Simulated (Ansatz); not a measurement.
# How fast states decay through LuScGa2O6

A new crystal, LuScGa2O6: structure, gap and complex bands. It is built by putting Ga for B in the LuScB2O6 structure of space group R-3, with the volume rescaled by atomic radii. The parent structure comes from the Materials Project.

Method: PBE DFT, plane waves, PAW files, in the first sound run; inputs show where later runs differ, in Ansatz 0.2.0.

This is a report of a sequence of runs, with most program output left out.

The structure was built from a prototype and need not be the compound's stable phase.

## Step 1: Set-up

Symmetry: R-3, No. 148, trigonal system. The conventional cell has a = 5.084 Å, b = 5.084 Å, c = 16.562 Å, α = 90.00°, β = 90.00°, γ = 120.00°. Nearest to Lu lie 6 O at 2.34 Å. Sc has 6 O at 2.24 Å nearest. Ga has 3 O at 1.45 Å nearest. O has 1 Ga at 1.45 Å and 1 Sc at 2.24 Å and 1 Lu at 2.34 Å nearest. It derives from LuScB2O6. Ga for B in the LuScB2O6 structure of space group R-3. Farther neighbours and most contacts between anions are not listed.

Coordinates:

```cif
data_structure
_symmetry_space_group_name_H-M 'P 1'
_symmetry_Int_Tables_number 1
_cell_length_a 6.2525
_cell_length_b 6.2525
_cell_length_c 6.2525
_cell_angle_alpha 47.975
_cell_angle_beta 47.975
_cell_angle_gamma 47.975
_cell_volume 123.56
loop_
_atom_site_label
_atom_site_type_symbol
_atom_site_fract_x
_atom_site_fract_y
_atom_site_fract_z
_atom_site_occupancy
Lu1 Lu 0.50000 0.50000 0.50000 1
Sc2 Sc 0.00000 0.00000 0.00000 1
Ga3 Ga 0.74671 0.74671 0.74671 1
Ga4 Ga 0.25329 0.25329 0.25329 1
O5 O 0.75946 0.02775 0.45682 1
O6 O 0.02775 0.45682 0.75946 1
O7 O 0.45682 0.75946 0.02775 1
O8 O 0.97225 0.54318 0.24054 1
O9 O 0.54318 0.24054 0.97225 1
O10 O 0.24054 0.97225 0.54318 1
```

## Step 2: Relaxing the new crystal

The substituted atoms don't fit the parent's cell, so cell and atoms relax together. A small smearing keeps the run stable in case the gap closes on the way.

input.yaml

```yaml
crystal:
  lattice:
    - [2.5418491471, 1.4675372893, 5.5207829196]
    - [-2.5418491471, 1.4675372893, 5.5207829196]
    - [0.0, -2.9350745787, 5.5207829196]
  atoms:
    - { symbol: Lu, position: [0.5, 0.5, 0.5] }
    - { symbol: Sc, position: [0.0, 0.0, 0.0] }
    - { symbol: Ga, position: [0.746713, 0.746713, 0.746713] }
    - { symbol: Ga, position: [0.253287, 0.253287, 0.253287] }
    - { symbol: O, position: [0.759458, 0.027752, 0.456822] }
    - { symbol: O, position: [0.027752, 0.456822, 0.759458] }
    - { symbol: O, position: [0.456822, 0.759458, 0.027752] }
    - { symbol: O, position: [0.972248, 0.543178, 0.240542] }
    - { symbol: O, position: [0.543178, 0.240542, 0.972248] }
    - { symbol: O, position: [0.240542, 0.972248, 0.543178] }
kpoints:
  mp_grid: { grid: [6, 6, 6] }
scf:
  occupations: { method: gaussian, width: 0.03 }
hamiltonian:
  xc: pbe
output:
  forces: true
  stress: true
relax:
  f_tol: 0.02
  max_steps: 60
  cell: {}
```

The run is started by

```
$ ansatz run input.yaml --threads 2 --pin off --max-ram 4096MiB --backend cpu --events-out ev --progress --plain --runs-dir out
```

Wall time 2.8 min (2 threads of Arm Neoverse V2, shared host); peak memory 0.64 GiB; 5.6 min of CPU time.

Step by step:

| step | energy less that of the first step (eV) | largest force component (eV/Å) | pressure (GPa) | volume (Å³) |
| --- | --- | --- | --- | --- |
| 1 | 0.0000 | 22.5373 | 74.59 | 123.56 |
| 2 | -13.6516 | 7.6048 | 30.55 | 121.44 |
| 3 | -16.4694 | 3.3818 | 11.95 | 123.42 |
| 4 | -17.3742 | 0.6261 | 2.42 | 127.31 |
| 5 | -17.5005 | 0.1799 | -1.12 | 127.48 |
| 6 | -17.5262 | 0.1192 | -0.53 | 126.83 |
| 7 | -17.6253 | 0.2227 | 0.49 | 125.52 |
| 8 | -17.7703 | 0.2884 | 0.31 | 124.68 |
| 9 | -17.9469 | 0.2167 | 0.50 | 124.22 |
| 10 | -18.0071 | 0.2726 | 1.48 | 124.75 |
| 11 | -18.0271 | 0.0373 | -0.06 | 125.57 |
| 12 | -18.0278 | 0.0366 | -0.10 | 125.47 |
| 13 | -18.0283 | 0.0099 | 0.06 | 125.43 |
| 14 | -18.0279 | 0.0092 | -0.07 | 125.53 |
| 15 | -18.0282 | 0.0001 | 0.00 | 125.47 |
| 16* | -18.0500 | 0.0030 | 0.26 | 125.47 |
| 17 | -18.0499 | 0.0110 | -0.03 | 125.65 |
| 18 | -18.0500 | 0.0024 | -0.01 | 125.64 |
| 19* | -18.0509 | 0.0023 | 0.00 | 125.64 |

Relaxation steps marked * repeat the geometry before them on a plane-wave basis chosen anew for their cell, so energy and pressure can jump there. Relaxation step 14 was tried and not accepted.

Forces are held to the 6 operations that the run works with; a distortion that breaks them can't arise in this run.

| conventional cell, symmetrised | before | after | change |
| --- | --- | --- | --- |
| a (Å) | 5.084 | 5.256 | +3.4 % |
| b (Å) | 5.084 | 5.256 | +3.4 % |
| c (Å) | 16.562 | 15.752 | -4.9 % |
| volume (Å³/atom) | 12.36 | 12.56 | +1.7 % |

The atoms that moved most (Å, as changes of fractional coordinates times the final cell):

| atom | dx | dy | dz | length |
| --- | --- | --- | --- | --- |
| Ga3 | 0.000 | 0.000 | -0.879 | 0.879 |
| Ga4 | 0.000 | 0.000 | 0.879 | 0.879 |
| O9 | 0.007 | 0.328 | 0.192 | 0.380 |
| O6 | 0.288 | 0.158 | -0.192 | 0.380 |
| O7 | -0.007 | -0.328 | -0.192 | 0.380 |
| O8 | -0.288 | -0.158 | 0.192 | 0.380 |
| O10 | 0.281 | -0.170 | 0.192 | 0.380 |
| O5 | -0.281 | 0.170 | -0.192 | 0.380 |

This step gave:

| Quantity | Value |
| --- | --- |
| free energy | -27850.2048 eV |
| Fermi energy | 9.694 eV |
| pressure | -0.004609 GPa |

The largest force component on a free atom ends at 0.0023 eV/Å.

## Step 3: The bulk crystal and its band edges

The energy window and the wavevectors of the next steps follow from the band edges, so these are searched first, off the mesh as well.

input.yaml

```yaml
crystal:
  lattice:
    - [2.6282033889, 1.5173939341, 5.2506541583]
    - [-2.6282033889, 1.5173939341, 5.2506541583]
    - [0.0, -3.0347878682, 5.2506541583]
  atoms:
    - { symbol: Lu, position: [0.5, 0.5, 0.5] }
    - { symbol: Sc, position: [0.0, 0.0, 0.0] }
    - { symbol: Ga, position: [0.690926332, 0.690926332, 0.690926332] }
    - { symbol: Ga, position: [0.309073668, 0.309073668, 0.309073668] }
    - { symbol: O, position: [0.7125506698, 0.0876788529, 0.4072932253] }
    - { symbol: O, position: [0.0876788529, 0.4072932253, 0.7125506698] }
    - { symbol: O, position: [0.4072932253, 0.7125506698, 0.0876788529] }
    - { symbol: O, position: [0.9123211471, 0.5927067747, 0.2874493302] }
    - { symbol: O, position: [0.5927067747, 0.2874493302, 0.9123211471] }
    - { symbol: O, position: [0.2874493302, 0.9123211471, 0.5927067747] }
kpoints:
  mp_grid: { grid: [6, 6, 6] }
  band_path: { path: [VBM, CBM], npoints: 30 }
scf:
  occupations: { method: fixed }
hamiltonian:
  xc: pbe
output:
  eigenvalues: true
  write_potential: true
  write_density: true
  volumetric_format: npy
  elf: true
```

Elapsed: 31 s, on 2 threads; peak memory 0.58 GiB; 61 s of CPU time.

This step gave:

```yaml
free_energy: -27850.2049 eV
fermi_energy: 7.884 eV
gap_on_the_k_mesh: 3.620 eV
gap_on_path: 3.612 eV, by band count; negative where bands overlap
direct_gap_on_path: 3.620 eV
edge_places_on_path: 0, 0.2013 1/A along the path
```

The electronic bands at the labelled points (eV, zero at the Fermi level (highest filled level under fixed occupations); v1 is the highest filled band, c1 the lowest empty one):

| point | v4 | v3 | v2 | v1 | c1 | c2 | c3 | c4 |
| --- | --- | --- | --- | --- | --- | --- | --- | --- |
| VBM | -0.20 | -0.18 | -0.04 | 0.01 | 4.00 | 5.39 | 5.43 | 5.48 |
| halfway | -0.17 | -0.08 | -0.02 | 0.00 | 3.72 | 5.42 | 5.43 | 5.45 |
| CBM | -0.17 | -0.01 | -0.01 | 0.00 | 3.62 | 5.43 | 5.43 | 5.44 |

Valence density in the ac plane of the conventional cell at fractional y = 0.000, with atoms of Lu and Sc and Ga and O within 0.2 Å of it. It is the smooth field of the valence electrons, not physical close to the nuclei.

Ten steps, logarithmic in the rise over the least value, from '0' (0 e/Å³) to '9' (30 e/Å³), each cell a mean:
```
652234310000145
111366531000001
000134310000000
000000000000000
000000000110000
000000013553100
741000014664236
962100011222148
321243210000012
012566420000000
432344210000023
974100000000269
873000000011258
210000002454212
000000013565311
531000001222124
962234310000148
432366521000024
000234310000000
000000000000000
000000000110000
000000013553100
220000024664212
653000011222246
```
Columns run along a (5.3 Å), rows up along c (15.8 Å), edges of the conventional cell, whose origin can differ from the input's. Atoms in or near the plane, at fractional coordinates: Lu at (0.00, 0.50), Sc at (0.00, 0.00), Ga at (0.00, 0.31), Ga at (0.00, 0.69), O at (0.33, 0.26), O at (0.36, 0.93), O at (0.31, 0.60), O at (0.64, 0.07), O at (0.69, 0.40), O at (0.67, 0.74).

ELF in the ac plane of the conventional cell at fractional y = 0.000, with atoms of Lu and Sc and Ga and O within 0.2 Å of it. It is the smooth field of the valence electrons, not physical close to the nuclei.

Values, 24 rows by 15 columns, each cell a mean:
```
0.54 0.63 0.33 0.41 0.68 0.70 0.63 0.41 0.16 0.09 0.08 0.05 0.13 0.54 0.61
0.18 0.15 0.42 0.79 0.72 0.51 0.72 0.75 0.40 0.08 0.03 0.03 0.04 0.07 0.16
0.02 0.10 0.43 0.70 0.78 0.77 0.76 0.60 0.28 0.06 0.02 0.02 0.03 0.03 0.02
0.01 0.02 0.09 0.21 0.31 0.31 0.22 0.11 0.04 0.03 0.04 0.03 0.02 0.01 0.01
0.02 0.02 0.02 0.02 0.02 0.02 0.03 0.11 0.28 0.44 0.49 0.40 0.22 0.07 0.03
0.12 0.11 0.08 0.06 0.03 0.03 0.13 0.50 0.76 0.77 0.74 0.76 0.58 0.23 0.13
0.10 0.13 0.15 0.10 0.05 0.03 0.14 0.55 0.79 0.67 0.60 0.75 0.53 0.20 0.11
0.07 0.08 0.17 0.16 0.19 0.17 0.12 0.21 0.45 0.60 0.59 0.46 0.24 0.13 0.04
0.13 0.17 0.34 0.61 0.69 0.69 0.58 0.32 0.12 0.10 0.09 0.08 0.10 0.14 0.14
0.09 0.21 0.63 0.79 0.56 0.59 0.79 0.62 0.22 0.04 0.03 0.05 0.07 0.09 0.09
0.45 0.33 0.30 0.60 0.76 0.78 0.71 0.46 0.13 0.02 0.02 0.03 0.07 0.23 0.41
0.84 0.82 0.53 0.16 0.23 0.33 0.24 0.09 0.03 0.03 0.03 0.05 0.33 0.75 0.84
0.82 0.76 0.46 0.10 0.02 0.02 0.02 0.09 0.28 0.46 0.46 0.27 0.27 0.64 0.81
0.27 0.18 0.08 0.04 0.03 0.02 0.07 0.36 0.69 0.77 0.73 0.76 0.56 0.25 0.24
0.11 0.11 0.09 0.06 0.04 0.03 0.09 0.40 0.74 0.72 0.54 0.71 0.75 0.39 0.13
0.11 0.13 0.13 0.12 0.15 0.19 0.16 0.16 0.33 0.54 0.61 0.55 0.35 0.18 0.12
0.07 0.07 0.21 0.46 0.66 0.70 0.67 0.44 0.15 0.08 0.10 0.12 0.15 0.13 0.03
0.13 0.17 0.39 0.75 0.67 0.55 0.76 0.73 0.35 0.06 0.03 0.07 0.12 0.15 0.14
0.09 0.13 0.35 0.65 0.76 0.77 0.75 0.56 0.22 0.04 0.02 0.03 0.05 0.07 0.09
0.01 0.02 0.08 0.20 0.31 0.31 0.21 0.10 0.04 0.03 0.04 0.03 0.02 0.01 0.01
0.01 0.01 0.01 0.02 0.02 0.02 0.04 0.13 0.30 0.45 0.49 0.41 0.25 0.08 0.02
0.02 0.03 0.03 0.03 0.02 0.03 0.18 0.56 0.77 0.75 0.76 0.80 0.65 0.26 0.04
0.34 0.24 0.07 0.03 0.03 0.04 0.18 0.57 0.77 0.61 0.61 0.80 0.55 0.23 0.31
0.39 0.66 0.40 0.07 0.13 0.17 0.13 0.19 0.40 0.57 0.60 0.42 0.24 0.62 0.53
```
Columns run along a (5.3 Å), rows up along c (15.8 Å), edges of the conventional cell, whose origin can differ from the input's. Atoms in or near the plane, at fractional coordinates: Lu at (0.00, 0.50), Sc at (0.00, 0.00), Ga at (0.00, 0.31), Ga at (0.00, 0.69), O at (0.33, 0.26), O at (0.36, 0.93), O at (0.31, 0.60), O at (0.64, 0.07), O at (0.69, 0.40), O at (0.67, 0.74).

Electrostatic potential energy in the ac plane of the conventional cell at fractional y = 0.000, with atoms of Lu and Sc and Ga and O within 0.2 Å of it. With pseudopotentials it is smooth inside the atoms' cores, unlike the true potential.

Ten even steps from '_' (-44 eV) to '@' (14 eV), each cell a mean:
```
..--**%%##**##@@@@@@@@@@##==..
##%%@@##::__::%%@@@@@@@@@@%%##
@@@@@@@@##**##@@@@@@@@@@@@@@@@
@@@@@@@@@@@@@@@@@@@@@@@@@@@@@@
@@@@@@@@@@@@@@@@@@@@@@@@@@@@@@
%%%%@@@@@@@@@@@@##====##@@@@%%
++++##@@@@@@@@@@**::..==##**++
++++**%%@@@@@@@@@@%%%%%%##++++
**##%%%%****%%@@@@@@@@@@%%##**
%%@@%%==....++@@@@@@@@@@@@@@%%
==**%%##****%%@@@@@@@@@@%%##++
____==%%@@@@@@@@@@@@@@%%**..__
__..++%%@@@@@@@@@@@@@@@@##::__
**##%%@@@@@@@@@@@@++==++%%%%##
%%%%@@@@@@@@@@@@%%--..::##@@%%
++**##@@@@@@@@@@@@%%%%%%%%**++
++++**%%##**%%@@@@@@@@@@##++++
****%%**::__--%%@@@@@@@@%%##**
@@@@@@@@##**##@@@@@@@@@@@@@@@@
@@@@@@@@@@@@@@@@@@@@@@@@@@@@@@
@@@@@@@@@@@@@@@@@@@@@@@@@@@@@@
@@@@@@@@@@@@@@@@##====##@@@@@@
**##%%@@@@@@@@@@++....++%%%%**
__..++%%@@@@@@@@@@%%%%%%##--__
```
Columns run along a (5.3 Å; values clipped at the 3rd and 97th percentile), rows up along c (15.8 Å), edges of the conventional cell, whose origin can differ from the input's. Atoms in or near the plane, at fractional coordinates: Lu at (0.00, 0.50), Sc at (0.00, 0.00), Ga at (0.00, 0.31), Ga at (0.00, 0.69), O at (0.33, 0.26), O at (0.36, 0.93), O at (0.31, 0.60), O at (0.64, 0.07), O at (0.69, 0.40), O at (0.67, 0.74).

The searched edges give 3.61 eV, against 3.62 eV on the mesh.

## Step 4: Complex bands, plane (101)

This step: PBE DFT, plane waves, PAW files; complex bands by layer matching along the plane's normal (Ansatz 0.2.0).

The same crystal is laid in a cell whose first two vectors span the (101) plane (indices of the standard conventional cell, whose axes can be ordered otherwise than in the bulk input). At fixed energy and wavevector in the plane the solver finds all kz, real and complex. A few wavevectors are listed, (0, 0) and (-0.0729, -0.0625) in units of the plane's reciprocal vectors; the slowest state needn't be among them.

input.yaml

```yaml
crystal:
  lattice:
    - [6.064594504, 0.0, 0.0]
    - [2.277960398, 4.737162509, 0.0]
    - [2.277960398, 1.820879591, 4.373226058]
  atoms:
    - { symbol: Lu, position: [0.5, 0.5, 0.5] }
    - { symbol: Sc, position: [0.0, 0.0, 0.0] }
    - { symbol: Ga, position: [0.072778996, 0.309073668, 0.309073668] }
    - { symbol: Ga, position: [0.927221004, 0.690926332, 0.690926332] }
    - { symbol: O, position: [0.207522748, 0.9123211471, 0.5927067747] }
    - { symbol: O, position: [0.207522748, 0.5927067747, 0.2874493302] }
    - { symbol: O, position: [0.207522748, 0.2874493302, 0.9123211471] }
    - { symbol: O, position: [0.792477252, 0.4072932253, 0.7125506698] }
    - { symbol: O, position: [0.792477252, 0.7125506698, 0.0876788529] }
    - { symbol: O, position: [0.792477252, 0.0876788529, 0.4072932253] }
kpoints:
  mp_grid: { grid: [6, 6, 6] }
scf:
  occupations: { method: fixed }
hamiltonian:
  xc: pbe
output:
  eigenvalues: true
  transmission:
    leads: [[0, 0]]
    kpoints: [[0.0, 0.0], [-0.0729, -0.0625]]
    e_range: [-1.0, 4.61]
    de: 0.14
```

Wall time 55 s (2 threads); peak memory 0.92 GiB.

This step gave:

```
free energy                                               : -27850.2048 eV
level to which the leads are filled                       : 1.810 eV from the Fermi level
decay constant at the filling level, zone centre          : 0.2914 Å⁻¹
decay constant at the filling level, slowest listed point : 0.2914 Å⁻¹
```

K parallel (0, 0); values up to 1.5 1/Å, a degenerate pair printed once or twice; energies at which all values exceed this have no row. Im kz of the slowest decaying states against energy, zero at the highest filled level on the SCF mesh:

| energy (eV) | decay 1 (Å⁻¹) | decay 2 (Å⁻¹) | decay 3 (Å⁻¹) | decay 4 (Å⁻¹) |
| --- | --- | --- | --- | --- |
| -1.00 | 0.0931 | 0.178 | 0.191 | 0.318 |
| -0.72 | 0.124 | 0.160 | 0.307 | 0.331 |
| -0.44 | 0.0586 | 0.0937 | 0.143 | 0.200 |
| -0.16 | 0.0536 | 0.0915 | 0.110 | 0.149 |
| -0.02 | 0.149 | 0.286 | 0.362 | 0.390 |
| 0.12 | 0.124 | 0.234 | 0.262 | 0.329 |
| 0.40 | 0.200 | 0.364 | 0.377 | 0.431 |
| 0.68 | 0.241 | 0.441 | 0.446 | 0.465 |
| 0.96 | 0.266 | 0.485 | 0.487 | 0.509 |
| 1.24 | 0.282 | 0.501 | 0.517 | 0.560 |
| 1.52 | 0.290 | 0.509 | 0.541 | 0.602 |
| 1.80 | 0.291 | 0.514 | 0.559 | 0.638 |
| 2.08 | 0.287 | 0.516 | 0.571 | 0.667 |
| 2.36 | 0.275 | 0.515 | 0.580 | 0.690 |
| 2.64 | 0.257 | 0.511 | 0.584 | 0.707 |
| 2.92 | 0.229 | 0.505 | 0.585 | 0.718 |
| 3.20 | 0.186 | 0.497 | 0.583 | 0.724 |
| 3.48 | 0.113 | 0.467 | 0.505 | 0.577 |
| 3.76 | 0.435 | 0.508 | 0.568 | 0.700 |
| 4.04 | 0.399 | 0.507 | 0.556 | 0.681 |
| 4.32 | 0.353 | 0.505 | 0.541 | 0.656 |
| 4.60 | 0.286 | 0.501 | 0.522 | 0.621 |

K parallel (-0.0729, -0.0625); values up to 1.5 1/Å, a degenerate pair printed once or twice; energies at which all values exceed this have no row. The Im kz of the slowest decaying states by energy, zero at the highest filled level on the SCF mesh:

| energy (eV) | decay 1 (Å⁻¹) | decay 2 (Å⁻¹) | decay 3 (Å⁻¹) | decay 4 (Å⁻¹) |
| --- | --- | --- | --- | --- |
| -1.00 | 0.0432 | 0.100 | 0.126 | 0.198 |
| -0.58 | 0.0704 | 0.150 | 0.210 | 0.309 |
| -0.16 | 0.0553 | 0.121 | 0.136 | 0.137 |
| -0.02 | 0.0547 | 0.150 | 0.163 | 0.252 |
| 0.26 | 0.199 | 0.307 | 0.347 | 0.352 |
| 0.54 | 0.245 | 0.409 | 0.424 | 0.426 |
| 0.96 | 0.284 | 0.466 | 0.492 | 0.494 |
| 1.38 | 0.302 | 0.492 | 0.523 | 0.535 |
| 1.80 | 0.306 | 0.508 | 0.523 | 0.562 |
| 2.22 | 0.296 | 0.516 | 0.517 | 0.579 |
| 2.64 | 0.272 | 0.506 | 0.519 | 0.586 |
| 3.06 | 0.228 | 0.488 | 0.518 | 0.586 |
| 3.34 | 0.179 | 0.470 | 0.517 | 0.582 |
| 3.76 | 0.431 | 0.514 | 0.570 | 0.576 |
| 4.18 | 0.375 | 0.511 | 0.551 | 0.556 |
| 4.60 | 0.281 | 0.505 | 0.527 | 0.527 |

At the listed wavevectors the last open channel is at -0.02 eV and the next at +3.62 eV on the grid. At +1.80 eV, the grid energy nearest the filling level (the middle of the gap on the SCF mesh), the slowest state at the listed wavevectors decays with κ = 0.291 Å⁻¹, its amplitude falling by e over 3.4 Å. Through 1 nm of this crystal that state's transmission falls by exp(−2 × 0.291 Å⁻¹ × 10 Å) = 0.0029.

## Step 5: Decay over the two-dimensional zone

The listed points could miss the slowest state, so one energy near mid-gap is solved on a mesh of 8×10.

input.yaml: that of step 4 with these lines changed.

```diff
@@ -24,6 +24,2 @@
   eigenvalues: true
-  transmission:
-    leads: [[0, 0]]
-    kpoints: [[0.0, 0.0], [-0.0729, -0.0625]]
-    e_range: [-1.0, 4.61]
-    de: 0.14
+  transmission: { leads: [[0, 0]], kmesh: [8, 10], e_range: [1.81, 1.82], de: 0.05 }
```

Run time: 76 s. Hardware: 2 threads; peak memory 0.96 GiB; 2.5 min of CPU time.

Numbers from this step:

```
least decay constant on the mesh : 0.2913 Å⁻¹
```

Slowest decay constant (1/Å; 0 where a channel is open) over k1 and k2. At 1.8100 eV from the Fermi level.

Ten even steps from '_' (0.291) to '@' (0.550):
```
@@@@##******%%@@
%%%%****++++##%%
####**==----++**
**++==::....--++
++++--..__..--++
**++--....::==++
##**++----==**##
%%%%##++++****%%
@@@@%%******##@@
@@@@%%**##**%%@@
```
Columns: k1 (b1) from -0.5 to 0.375; rows upwards: k2 (b2) from -0.5 to 0.4.

The least value on the mesh is 0.291 Å⁻¹ at +1.81 eV. At that energy the listed points give about 0.291 Å⁻¹ by interpolation, so the mesh holds no clearly slower state.

[end of part 1 of 2]

[Logs are printed without paths, hosts, clocks, repeated set-up lines and the standing remarks that a program may print on its own settings, such as how far it seeks lower states.]

[Hosts, paths, dates, database ids (printed as entryN), source tags and the programs' standing remarks are cut or masked in the printed files.]
